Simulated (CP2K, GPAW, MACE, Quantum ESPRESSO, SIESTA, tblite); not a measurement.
**A faulty SIESTA run on Σ3 (112)[1-10] symmetric tilt boundary in Al (72 atoms)**

Program: SIESTA 5.4.2, a calculation on a cell of 72 Al, 16.9 Å³ an atom.

input.fdf

```
SystemLabel cell
NumberOfAtoms 74
NumberOfSpecies 1
%block ChemicalSpeciesLabel
  1 13 Al
%endblock ChemicalSpeciesLabel
LatticeConstant 1.0 Ang
%block LatticeVectors
  8.59135 0.00000 0.00000
  0.00000 7.01481 0.00000
  0.00000 0.00000 20.16540
%endblock LatticeVectors
PAO.BasisSize DZP
PAO.EnergyShift 0.01 Ry
XC.Functional GGA
XC.Authors PBE
MeshCutoff 300 Ry
%block kgrid_Monkhorst_Pack
  1 0 0 0.0
  0 1 0 0.0
  0 0 1 0.0
%endblock kgrid_Monkhorst_Pack
SolutionMethod diagon
OccupationFunction FD
ElectronicTemperature 580 K
SCF.Mixer.Method Pulay
SCF.Mixer.Weight 0.05
SCF.Mixer.History 8
SCF.Mix Hamiltonian
MaxSCFIterations 60
SCF.DM.Tolerance 1e-04
SCF.H.Tolerance 1.0e-3 eV
WriteForces T
Write.HirshfeldPop T
Write.VoronoiPop T
Write.DM F
Write.H F
XML.Write F
AtomicCoordinatesFormat Fractional
%block AtomicCoordinatesAndAtomicSpecies
  0.73358 0.66715 0.03946 1
  0.40360 0.67000 0.03739 1
  0.57138 0.99407 0.99621 1
  0.57158 0.33230 0.07748 1
  0.57758 0.67894 0.16383 1
  0.73390 0.00363 0.12242 1
  0.73045 0.33241 0.20424 1
  0.73756 0.66999 0.29052 1
  0.07365 0.66357 0.03782 1
  0.23199 0.99733 0.99409 1
[... 58 atom lines left out ...]
  0.06483 0.32828 0.70347 1
  0.05909 0.67185 0.54163 1
  0.39916 0.99660 0.62235 1
  0.24041 0.33022 0.58091 1
%endblock AtomicCoordinatesAndAtomicSpecies
```

Started as:

```
OMP_NUM_THREADS=1 mpirun -np 2 siesta < input.fdf > output.txt
```

The log of the run:

```text
Version         : 5.4.2
reinit: System Name:
reinit: System Label: cell
initatom: Reading input for the pseudopotentials and atomic orbitals ----------
Species number:   1 Atomic number:   13 Label: Al
Ground state valence configuration (from tables):   3s02  3p01  3d00  4f00
---- Processing specs for species: Al
GGA--PBE XC_GGA_X_PBE--XC_GGA_C_PBE pb
Al pseudopotential only contains V_ls up to l=2 -- lmxkb reset.
Using PAO.SplitTailNorm
%block ChemicalSpeciesLabel
    1   13 Al                      # Species index, atomic number, species label
%endblock ChemicalSpeciesLabel
%block PAO.Basis                 # Define Basis set
Al                    2                    # Species label, number of l-shells
 n=3   0   2                         # n, l, Nzeta
   6.130      4.449
   1.000      1.000
 n=3   1   2 P   1                   # n, l, Nzeta, Polarization, NzetaPol
   7.969      5.883
   1.000      1.000
%endblock PAO.Basis
coor:   Atomic-coordinates input format  =     Fractional
coor: ERROR in AtomicCoordinatesAndAtomicSpecies block
coor: ERROR in AtomicCoordinatesAndAtomicSpecies block
Stopping Program from Node:    0
Stopping Program from Node:    0
coor: ERROR in AtomicCoordinatesAndAtomicSpecies block
Stopping Program from Node:    1
coor: ERROR in AtomicCoordinatesAndAtomicSpecies block
Stopping Program from Node:    1
```

It took 0.85 s on 2 MPI ranks of Intel Xeon Platinum 8488C (Sapphire Rapids), shared host; peak memory 0.15 GiB.

Banners, paths, timers and routine set-up lines are dropped from the logs unmarked, and long logs keep their key lines alone; longer cuts are marked.

Q: Find the fault and mend it.

A wrong count of atoms: NumberOfAtoms 72 written as NumberOfAtoms 74. Mend: write NumberOfAtoms 72 in place of NumberOfAtoms 74.

The program stopped at the start.

[Also dropped from logs without a mark: logging warnings of Python, and SIESTA's first energy breakdown and zero terms.]

[Logs are printed without paths, hosts, clocks, repeated set-up lines and the standing remarks that a program may print on its own settings, such as how far it seeks lower states.]

[Hosts, paths, dates, database ids (printed as entryN), source tags and the programs' standing remarks are cut or masked in the printed files.]
